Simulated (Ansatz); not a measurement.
# Lattice dynamics of TiGe (model cell, started as zinc blende)

Wanted: vibrations and spectra of TiGe (model cell, started as zinc blende); the cell is already relaxed. After the zone centre comes a 4×4×4 q mesh on a 12×12×12 k mesh.

Main program and level: Ansatz 0.2.0; DFT PBE, scalar-relativistic, plane waves, PAW.

The structure was built from a prototype and need not be the compound's stable phase.

### Step 1. The structure

The structure is cubic, space group F-43m (No. 216). The conventional cell has a = 5.846 Å, b = 5.846 Å, c = 5.846 Å, α = 90.00°, β = 90.00°, γ = 90.00°. Nearest to Ti lie 4 Ge at 2.53 Å. Ge has 4 Ti at 2.53 Å nearest. Farther neighbours are not listed.

### Step 2. Modes at Γ

The cell comes from relaxations at this level that are not shown. The zone centre comes first: it holds the modes that light can see, as far as symmetry allows. No field response is asked.

input.yaml reads:

```yaml
crystal:
  lattice:
    - [0.0, 2.9230550389, 2.9230550389]
    - [2.9230550389, 0.0, 2.9230550389]
    - [2.9230550389, 2.9230550389, 0.0]
  atoms:
    - { symbol: Ti, position: [0.0, 0.0, 0.0] }
    - { symbol: Ge, position: [0.25, 0.25, 0.25] }
kpoints:
  mp_grid: { grid: [12, 12, 12] }
hamiltonian:
  xc: pbe
scf:
  occupations: { method: gaussian, width: 0.01 }
output:
  eigenvalues: true
phonons:
  method: dfpt
```

Started as:

```bash
> ansatz run input.yaml --threads 4 --pin off --max-ram 7168MiB --backend cpu --events-out ev --progress --plain --runs-dir out
```

Numbers of over 12 decimals in the logs are rounded to 6 here.

Output:

```text
zone centre: on kpoints.mp_grid the ground state, and the responses unless they are solved on pairs of k-points, stand on 163 of the mesh's 1728 k-points, reduced under 8 symmetry operations, with k and −k counted as one. Each operation leaves every solved displacement unchanged or reverses it
Engine: ansatz 0.2.0, aarch64-unknown-linux-gnu
Pseudopotentials: kind: paw
Pseudopotential: Ti, paw, valence charge 12, recommended cutoff 420 eV (normal), Ti.paw.azcp
Pseudopotential: Ge, paw, valence charge 14, recommended cutoff 420 eV (normal), Ge.paw.azcp
Functional definition: PBE
  parameter kappa = 0.804
  parameter beta = 0.066725
  exchange = pbe_x(kappa = kappa, mu = beta*pi^2/3)
  correlation = pbe_c(beta = beta)
Crystal: 2 atoms, lattice volume = 49.951 Å³
Basis set: ecut = 420 eV, 941 PW (Γ), exchange–correlation on 60×60×60 points (8 copies of the dense FFT grid, shifted against one another)
Bands: 17, of which v1, the nominal top of the filled ones, is band 13 counted from 1 (12 counted from 0)
Symmetry: 24 space group operations
k-points: 163 of 1728 (irreducible under 8 space group operations, time reversal used)
Non-local potential: Ti, projectors of the file, l = 0: 3, l = 1: 2, l = 2: 3, l = 3: 1
Non-local potential: Ge, projectors of the file, l = 0: 2, l = 1: 2, l = 2: 3, l = 3: 1
PAW form: soft (Blöchl's): semilocal exchange-correlation on the pseudo side does not see the compensation charge
PAW one-centre angular grid: Ti, 590 points (default); XC on 64 Gauss nodes
PAW one-centre angular grid: Ge, 590 points (default); XC on 64 Gauss nodes
Initial density: superposition of atomic densities (neutral atoms: chi_scale 0, normalization atom), corrected by the library's trained network
Initial wavefunctions: pseudopotential atomic-orbital guess
Functional: x = pbe(κ = 0.804, μ = 0.219515), c = pbe(β = 0.066725)
SCF iter   1: F=—  HF=-6793.814277 eV  |F-HF|=—  |Δ(HF+E_count)|=         —  Δρ=6.07e-3  dr2=2.91e-2  ethr=1.77e-3  ⟨swp⟩=5.5  Hψ=12098  notcnv=0
preconditioner: auto → none  [insulator: Δε(μ)=0.290 eV  Ē_g=4.547 eV  σ=0.010 eV  W_gap=1.00  n_scr=14 (ndim 8)  ℏωp=14.9 eV  f_vac=0.002  D(μ)=0.00/eV (n_scr^D=0)  ε∞_Penn≈11.7]
SCF iter   2: F=—  HF=-6793.810745 eV  |F-HF|=—  |Δ(HF+E_count)|=   3.53e-3  Δρ=2.15e-3  dr2=2.56e-3  ethr=1.12e-4  ⟨swp⟩=2.0  Hψ=4720  notcnv=0
SCF iter   3: F=—  HF=-6793.810796 eV  |F-HF|=—  |Δ(HF+E_count)|=   5.18e-5  Δρ=4.80e-4  dr2=5.45e-5  ethr=9.83e-6  ⟨swp⟩=2.7  Hψ=4607  notcnv=0
SCF iter   4: F=—  HF=-6793.810802 eV  |F-HF|=—  |Δ(HF+E_count)|=   5.28e-6  Δρ=1.60e-4  dr2=6.70e-6  ethr=2.10e-7  ⟨swp⟩=2.0  Hψ=4238  notcnv=0
SCF iter   5: F=—  HF=-6793.810805 eV  |F-HF|=—  |Δ(HF+E_count)|=   3.26e-6  Δρ=1.54e-5  dr2=5.38e-8  ethr=2.58e-8  ⟨swp⟩=2.0  Hψ=4238  notcnv=0
SCF iter   6: F=—  HF=-6793.810804 eV  |F-HF|=—  |Δ(HF+E_count)|=   1.28e-6  Δρ=3.09e-6  dr2=2.45e-9  ethr=2.07e-10  ⟨swp⟩=2.0  Hψ=4727  notcnv=0
SCF iter   7: F=—  HF=-6793.810804 eV  |F-HF|=—  |Δ(HF+E_count)|=   5.12e-9  Δρ=3.90e-7  dr2=7.93e-11  ethr=9.44e-12  ⟨swp⟩=3.0  Hψ=4890  notcnv=0
SCF iter   8: F=-6793.810804 eV  HF=-6793.810804 eV  |F-HF|=3.64e-12  |Δ(HF+E_count)|=  1.82e-12  Δρ=1.06e-7  dr2=5.70e-12  ethr=1.00e-12  ⟨swp⟩=5.1  Hψ=10455  notcnv=0
SCF 1 converged in 8 iterations: F = -6793.810804 eV  dr2 = 5.70e-12
  greatest PAW one-centre occupation: 0.999 electrons in one spin orbital (limit 2), on the Ti atom at site 0 (counted from 0), in its partial waves of l = 0
DFPT response loops at Γ: preconditioner auto → none (the input reference at scf.mixing.eps_inf says where Resta's filter doesn't serve); β = 0.50; Broyden in place of MSR1
SCF converged after 8 iterations
Free energy (F): -6793.810804 eV
Harris-Foulkes:  -6793.810804 eV  (|F-HF|=3.64e-12)
Internal energy: -6793.810804 eV  (E = F + TS)
E sigma→0 (E₀):  -6793.810804 eV
Fermi energy:    7.151807 eV
--- Per-component energies (eV) ---
  E_band       = -381.518906
  E_kinetic    = 381.739161
  E_local      = -3701.641739  (includes V_loc(G=0)·N_el)
  E_nonlocal   = 426.752357
  E_hartree    = 1589.182975
  E_xc         = -171.844655
  E_vxc        = -184.829133  (∫ρ·V_xc dr)
  E_paw        = -3066.337700  (= ΣΔE_a)
  E_vpaw       = -481.905898  (= ΣTr[D̂ρ^β])
  E_aug_tail   = 0.000431  (compensation charges beyond the density's cutoff)
  E_ewald      = -2251.661634
  E_smearing   = -0.000000  (= −TS)
  E_closure    = 0.000000  (closes the sum)
  Σ components = -6793.810804   (vs F -6793.810804, Δ=0.00e0)
--- Band table (eV; the first three rows and the last of 163) ---
  k-point 0: bands = [... 9 lower, -1.5469, 6.0925, 6.0925, 6.0925, 8.1286, 8.1286, 11.8806, 13.1769]
  k-point 1: bands = [... 9 lower, -1.4798, 5.9774, 6.1186, 6.1186, 8.1125, 8.1125, 11.7685, 12.9422]
  k-point 2: bands = [... 9 lower, -1.2874, 5.6789, 6.1863, 6.1863, 8.0835, 8.0835, 11.0716, 12.6197]
  k-point 162: bands = [... 9 lower, 0.1558, 5.2359, 5.7168, 6.8769, 7.2869, 8.1278, 8.5806, 9.0601]
--- Phonons (Γ-DFPT): 2 representative perturbations + reference, on 163 of 1728 k-points (Σ response iterations 6) ---
  k mesh reduced under 8 symmetry operations, with k and −k counted as one. Each operation leaves every solved displacement unchanged or reverses it
  ASR residual: 3.951e-5 → 0.000e0 eV/Å²; symmetrization residual: 5.529e-6 eV/Å²
  ASR residual per site (eV/Å²): 3.95e-5 8.36e-6
  Γ frequencies (cm⁻¹): 0.00 0.00 0.00 243.07 243.07 243.07
  non-analytic LO–TO correction: not included (Born effective charges unavailable; polar crystals: no LO–TO splitting at Γ)
```

Elapsed: 23 s, on 4 threads of Arm Neoverse N1, shared host; peak memory 0.71 GiB; 80 s of CPU time.

This step gave:

```
gap on the k-mesh                                       : 0.2457 eV
volume per atom                                         : 24.98 Å³
sum-rule residual before enforcement                    : 3.95e-5 eV/Å²
point group                                             : -43m
highest optical mode at the zone centre (no LO-TO term) : 243.1 cm⁻¹
lowest optical zone-centre mode                         : 243.1 cm⁻¹
```

Without the LO-TO term. Patterns of degenerate modes are one choice out of their space. The modes at Γ (shares of kinetic energy by element, %):

| mode | frequency (cm⁻¹) | symmetry | Ti % | Ge % |
| --- | --- | --- | --- | --- |
| 1 | 0.0 | acoustic | 40 | 60 |
| 2 | 0.0 | acoustic | 40 | 60 |
| 3 | 0.0 | acoustic | 40 | 60 |
| 4 | 243.1 | T2 | 60 | 40 |
| 5 | 243.1 | T2 | 60 | 40 |
| 6 | 243.1 | T2 | 60 | 40 |

Displacements in mode 4 (243.1 cm⁻¹), the largest set to 1:
```
Ti1  0.00  1.00  0.00
Ge2  0.00 -0.66  0.00
```

Before it was imposed, the acoustic sum rule was missed by 4.0e-5 eV/Å². Small misses are needed for a sound result but don't prove that mesh and cutoff are converged. The lowest optical mode is real, 243 cm⁻¹.

(Continued in part 2 of 2.)

[Logs are printed without paths, hosts, clocks, repeated set-up lines and the standing remarks that a program may print on its own settings, such as how far it seeks lower states.]

[Hosts, paths, dates, database ids (printed as entryN), source tags and the programs' standing remarks are cut or masked in the printed files.]
